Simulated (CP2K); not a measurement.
Two runs for the C K edge of carbon dioxide. Run A: CP2K XAS_TDP, all-electron GAPW, PBEh(45%), aug-cc-pVTZ, TDA, no relativity. Run B differs in one setting.

First lines with a strength over 0.0015. A:

```csv
atom,energy (eV),states,"strength, one atom"
C2 (bonded to 2 O),285.27,2,0.1723
,290.70,2,0.0040
,294.69,1,0.0018
,294.71,2,0.0037
,298.12,2,0.0413
```

B:

```csv
atom,energy (eV),states,"strength, one atom"
C2 (bonded to 2 O),285.75,2,0.1653
,299.68,2,0.1253
,305.52,1,0.1400
,316.56,1,0.0127
,318.00,2,0.0044
```

Which was it: the basis, scalar relativity switched on, GW2X switched on, the functional?

The basis (basis from aug-cc-pVTZ to 6-31G*; the lines alone don't name the new value). A basis moves diffuse and continuum lines far more than the leading valence line. Against PBEh(45%) in aug-cc-pVTZ, the leading line moves by +0.48 eV, to 285.75 eV; the strength of C2's goes from 0.1723 to 0.1653. The next line of C2 over the strength cut lies 13.93 eV higher, against 5.43.

[Banner, clock and machine lines of the logs are left out without a mark of their own.]

[Logs are printed without paths, hosts, clocks, repeated set-up lines and the standing remarks that a program may print on its own settings, such as how far it seeks lower states.]

[Hosts, paths, dates, database ids (printed as entryN), source tags and the programs' standing remarks are cut or masked in the printed files.]
